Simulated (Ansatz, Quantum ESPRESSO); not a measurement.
# AlTl3 (Pm-3m): zone-centre phonons, part 3 of 3

Wanted: the vibrations of AlTl3 (Pm-3m) at Γ, by two programs.

Quantum ESPRESSO 7.5; DFT PBEsol, scalar-relativistic, plane waves, PseudoDojo norm-conserving pseudopotentials.

So far, lowest optical zone-centre mode (cm⁻¹): step 6 (zone-centre analysis) 45.3; step 8 (without ASR) 45.3.

The structure was built from a prototype and need not be the compound's stable phase.

### Step 9. Cross-check with Ansatz

The same cell goes through another code at the same cutoff. The files are of one family, but Ansatz's library holds files of its own making for some heavy elements, so those for Tl may differ. Its k mesh is centred on Γ.

This step: DFT PBEsol, scalar-relativistic, plane waves, norm-conserving pseudopotentials of its library (PseudoDojo's, some remade) (Ansatz 0.2.0).

input.yaml

```yaml
crystal:
  lattice:
    - [4.706311794, 0.0, 0.0]
    - [0.0, 4.706311794, 0.0]
    - [0.0, 0.0, 4.706311794]
  atoms:
    - { symbol: Al, position: [0.0, 0.0, 0.0] }
    - { symbol: Tl, position: [0.0, 0.5, 0.5] }
    - { symbol: Tl, position: [0.5, 0.0, 0.5] }
    - { symbol: Tl, position: [0.5, 0.5, 0.0] }
kpoints:
  mp_grid: { grid: [8, 8, 8] }
hamiltonian:
  xc: pbesol
  pseudopotentials: { kind: nc, accuracy: standard }
scf:
  occupations: { method: cold, width: 0.27211 }
output:
  eigenvalues: true
basis:
  ecutwfc: 843.553
phonons:
  method: dfpt
```

On the command line:

```console
> ansatz run input.yaml --threads 4 --pin off --max-ram 8192MiB --backend cpu --events-out ev --progress --plain --runs-dir out
```

Numbers of over 12 decimals in the logs are rounded to 6 here.

What it wrote:

```text
zone centre: on kpoints.mp_grid the ground state, and the responses unless they are solved on pairs of k-points, stand on 125 of the mesh's 512 k-points, reduced under 8 symmetry operations, with k and −k counted as one. Each operation leaves every solved displacement unchanged or reverses it
Engine: ansatz 0.2.0, aarch64-unknown-linux-gnu
Pseudopotentials: kind: nc
Pseudopotential: Al, nc, valence charge 3, recommended cutoff 544.227725 eV (normal), Al.nc.azcp (PseudoDojo's, or run here from an input of PseudoDojo's; its table is named by hamiltonian.pseudopotentials.accuracy)
Pseudopotential: Tl, nc, valence charge 13, recommended cutoff 843.552974 eV (normal), Tl.nc.azcp (PseudoDojo's, or run here from an input of PseudoDojo's; its table is named by hamiltonian.pseudopotentials.accuracy)
Functional definition: PBEsol
  exchange = pbesol_x
  correlation = pbesol_c
Crystal: 4 atoms, lattice volume = 104.242 Å³
Basis set: ecut = 843.553 eV, 5743 PW (Γ), exchange–correlation on 90×90×90 points (8 copies of the dense FFT grid, shifted against one another)
Bands: 26, of which v1, the nominal top of the filled ones, is band 21 counted from 1 (20 counted from 0)
Symmetry: 48 space group operations
k-points: 125 of 512 (irreducible under 8 space group operations)
Non-local potential: Al, projectors of the file, l = 0: 2, l = 1: 2, l = 2: 2
Non-local potential: Tl, projectors of the file, l = 0: 2, l = 1: 2, l = 2: 2
Initial density: superposition of atomic densities (chi_scale 0.1, normalization cell, long waves kept (reshape's long-wave potential 0.00 eV rms))
Initial wavefunctions: pseudopotential atomic-orbital guess
Functional: x = pbesol(κ = 0.804, μ = 0.123457), c = pbesol(β = 0.046)
SCF iter   1: F=—  HF=-5016.892502 eV  |F-HF|=—  |Δ(HF+E_count)|=         —  Δρ=1.66e-2  dr2=4.20e-1  ethr=3.10e-3  ⟨swp⟩=5.7  Hψ=13072  notcnv=0
preconditioner: auto → Kerker (q_TF=auto, 2.345 Å⁻¹)  [metal: Δε(μ)=0.020 eV  Ē_g=11.605 eV  σ=0.272 eV  W_gap=0.05  n_scr=26 (ndim 8)  ℏωp=23.6 eV  f_vac=0.000  D(μ)=2.09/eV (n_scr^D=18)]
SCF iter   2: F=—  HF=-5016.780961 eV  |F-HF|=—  |Δ(HF+E_count)|=   1.12e-1  S|Δr|=    0.00e0  Δρ=8.80e-3  dr2=1.25e-1  ethr=9.99e-4  ⟨swp⟩=1.9  Hψ=6198  notcnv=0
SCF iter   3: F=—  HF=-5016.738780 eV  |F-HF|=—  |Δ(HF+E_count)|=   4.22e-2  S|Δr|=    0.00e0  Δρ=2.17e-3  dr2=4.50e-3  ethr=2.99e-4  ⟨swp⟩=2.1  Hψ=5259  notcnv=0
SCF iter   4: F=—  HF=-5016.737769 eV  |F-HF|=—  |Δ(HF+E_count)|=   1.01e-3  S|Δr|=    0.00e0  Δρ=3.03e-4  dr2=7.44e-5  ethr=1.07e-5  ⟨swp⟩=2.2  Hψ=4559  notcnv=0
SCF iter   5: F=—  HF=-5016.737756 eV  |F-HF|=—  |Δ(HF+E_count)|=   1.28e-5  S|Δr|=    0.00e0  Δρ=7.04e-5  dr2=7.38e-6  ethr=1.77e-7  ⟨swp⟩=2.4  Hψ=5755  notcnv=0
SCF iter   6: F=—  HF=-5016.737755 eV  |F-HF|=—  |Δ(HF+E_count)|=   8.16e-7  S|Δr|=    0.00e0  Δρ=1.81e-5  dr2=7.06e-7  ethr=1.76e-8  ⟨swp⟩=2.4  Hψ=5844  notcnv=0
SCF iter   7: F=—  HF=-5016.737691 eV  |F-HF|=—  |Δ(HF+E_count)|=   6.41e-5  S|Δr|=    0.00e0  Δρ=3.46e-6  dr2=1.37e-8  ethr=1.68e-9  ⟨swp⟩=2.1  Hψ=3915  notcnv=0
SCF iter   8: F=—  HF=-5016.737691 eV  |F-HF|=—  |Δ(HF+E_count)|=  8.32e-10  S|Δr|=    0.00e0  Δρ=6.09e-7  dr2=5.31e-10  ethr=3.26e-11  ⟨swp⟩=2.9  Hψ=6006  notcnv=0
SCF iter   9: F=—  HF=-5016.737691 eV  |F-HF|=—  |Δ(HF+E_count)|=  2.55e-11  S|Δr|=    0.00e0  Δρ=1.38e-7  dr2=1.16e-11  ethr=1.26e-12  ⟨swp⟩=2.0  Hψ=4047  notcnv=0
SCF iter  10: F=-5016.737691 eV  HF=-5016.737691 eV  |F-HF|=9.09e-13  |Δ(HF+E_count)|=  2.73e-12  S|Δr|=    0.00e0  Δρ=2.41e-8  dr2=6.87e-13  ethr=1.00e-12  ⟨swp⟩=8.2  Hψ=18222  notcnv=0
SCF 1 converged in 10 iterations: F = -5016.737691 eV  dr2 = 6.87e-13
DFPT response loops at Γ: preconditioner auto → Kerker (q_TF=auto, 2.345 Å⁻¹) (partly filled bands, converged f_vac=0.000); β = 1.00, the filter's whole step (`scf.mixing.beta` (0.50) is not read by the response loops under this deck's `scf.mixing.preconditioner`; to damp them name `kerker` or `kerker_dos`, under which they read `scf.mixing.beta`, and type it under 1.00, their step now; both keys bind the ground state too); Broyden in place of MSR1
SCF converged after 10 iterations
Stability not checked: this state was not tested for a lower state beside it, because cold or Methfessel-Paxton smearing, or corrected tetrahedra, fill the levels in a way that the test cannot read (fill_not_monotonic; see scf.lower_state_search)
Free energy (F): -5016.737691 eV
Harris-Foulkes:  -5016.737691 eV  (|F-HF|=9.09e-13)
Internal energy: -5016.742366 eV  (E = F + TS)
E sigma→0 (E₀):  -5016.739250 eV
Entropy (-TS):   0.004675 eV (1.169 meV/atom)
Fermi energy:    9.937599 eV
--- Per-component energies (eV) ---
  E_band       = 26.657755
  E_kinetic    = 2577.210288
  E_local      = -2801.451031  (includes V_loc(G=0)·N_el)
  E_nonlocal   = -844.178055
  E_hartree    = 984.398285
  E_xc         = -1580.830739
  E_vxc        = -873.720009  (∫ρ·V_xc dr)
  E_ewald      = -3351.891115
  E_smearing   = 0.004675  (= −TS)
  E_closure    = -0.000000  (closes the sum)
  Σ components = -5016.737691   (vs F -5016.737691, Δ=0.00e0)
--- Band table (eV; the first three rows and the last of 125) ---
  k-point 0: bands = [... 17 lower, 6.5442, 7.9325, 7.9325, 7.9325, 8.2325, 13.8073, 13.8073, 13.8073, ... 1 higher]
  k-point 1: bands = [... 17 lower, 6.5821, 7.7860, 8.0856, 8.0856, 9.5886, 13.4367, 13.4781, 13.4781, ... 1 higher]
  k-point 2: bands = [... 17 lower, 6.6820, 7.8208, 8.5310, 8.5310, 11.5358, 12.4181, 12.4181, 12.5994, ... 1 higher]
  k-point 124: bands = [... 17 lower, 4.5585, 6.6669, 6.7108, 6.7810, 6.7810, 6.7810, 17.5832, 17.5832, ... 1 higher]
--- Phonons (Γ-DFPT): 3 representative perturbations + reference, on 125 of 512 k-points (Σ response iterations 9) ---
  k mesh reduced under 8 symmetry operations, with k and −k counted as one. Each operation leaves every solved displacement unchanged or reverses it
  ASR residual: 4.177e-5 → 0.000e0 eV/Å²; symmetrization residual: 3.417e-6 eV/Å²
  ASR residual per site (eV/Å²): 4.18e-5 3.84e-5 3.84e-5 3.84e-5
  Γ frequencies (cm⁻¹): 0.00 0.00 0.00 45.36 45.36 45.36 72.23 72.23 72.23 120.47 120.47 120.47
  non-analytic LO–TO correction: not included (Born effective charges unavailable; polar crystals: no LO–TO splitting at Γ)
```

The job ended after 72 s (4 threads of Arm Neoverse V2, shared host; peak memory 2.6 GiB).

Read from the output:

```
sum-rule residual before enforcement : 4.18e-5 eV/Å²
lowest optical zone-centre mode      : 45.36 cm⁻¹
```

### Step 10. The two compared: QE PseudoDojo and Ansatz, library NC

Worked out from the results:

* root-mean-square difference: 0.01 cm⁻¹
* largest difference: 0.02 cm⁻¹

Frequencies side by side, by row:

| q (reciprocal lattice) | mode | QE PseudoDojo (cm⁻¹) | Ansatz, library NC (cm⁻¹) |
| --- | --- | --- | --- |
| 0 0 0 | 1 | 0 | 0 |
| 0 0 0 | 2 | 0 | 0 |
| 0 0 0 | 3 | 0 | 0 |
| 0 0 0 | 4 | 45.34 | 45.36 |
| 0 0 0 | 5 | 45.34 | 45.36 |
| 0 0 0 | 6 | 45.34 | 45.36 |
| 0 0 0 | 7 | 72.23 | 72.23 |
| 0 0 0 | 8 | 72.23 | 72.23 |
| 0 0 0 | 9 | 72.23 | 72.23 |
| 0 0 0 | 10 | 120.5 | 120.5 |
| 0 0 0 | 11 | 120.5 | 120.5 |
| 0 0 0 | 12 | 120.5 | 120.5 |

At the zone centre the largest difference (acoustic modes at Γ apart) is 0.02 % of the highest mode.

### Step 11. Summary of results

```
space group after relaxation                                           : Pm-3m
volume per atom                                                        : 26.1 Å³
highest optical zone-centre mode (no LO-TO term)                       : 120.5 cm⁻¹
lowest optical zone-centre mode                                        : 45.3 cm⁻¹
imaginary optical modes at the zone centre (no q mesh in this session) : none
largest difference from Ansatz, library NC                             : 0.02 cm⁻¹
```

At the PBEsol level the optical modes of AlTl3 (Pm-3m) at the zone centre run from 45 to 120 cm⁻¹. Of the 9 optical modes, 3 are silent and 6 are infrared active alone. QE PseudoDojo and Ansatz, library NC agree to 0.02 cm⁻¹ (0.02 % of the highest mode compared) on all solved modes but the acoustic ones at Γ, without the LO-TO term. These are harmonic frequencies at zero temperature: anharmonic shifts and linewidths and thermal expansion are left out. Spin-orbit coupling is left out, which can matter for the heavy elements here. In a metal the frequencies hang on the k mesh and the smearing, most of all near Kohn anomalies. The structure is a hypothetical one, built on a prototype.

[Host names and launcher messages were left out of these logs when they were recorded.]

[Logs are printed without paths, hosts, clocks, repeated set-up lines and the standing remarks that a program may print on its own settings, such as how far it seeks lower states.]

[Hosts, paths, dates, database ids (printed as entryN), source tags and the programs' standing remarks are cut or masked in the printed files.]
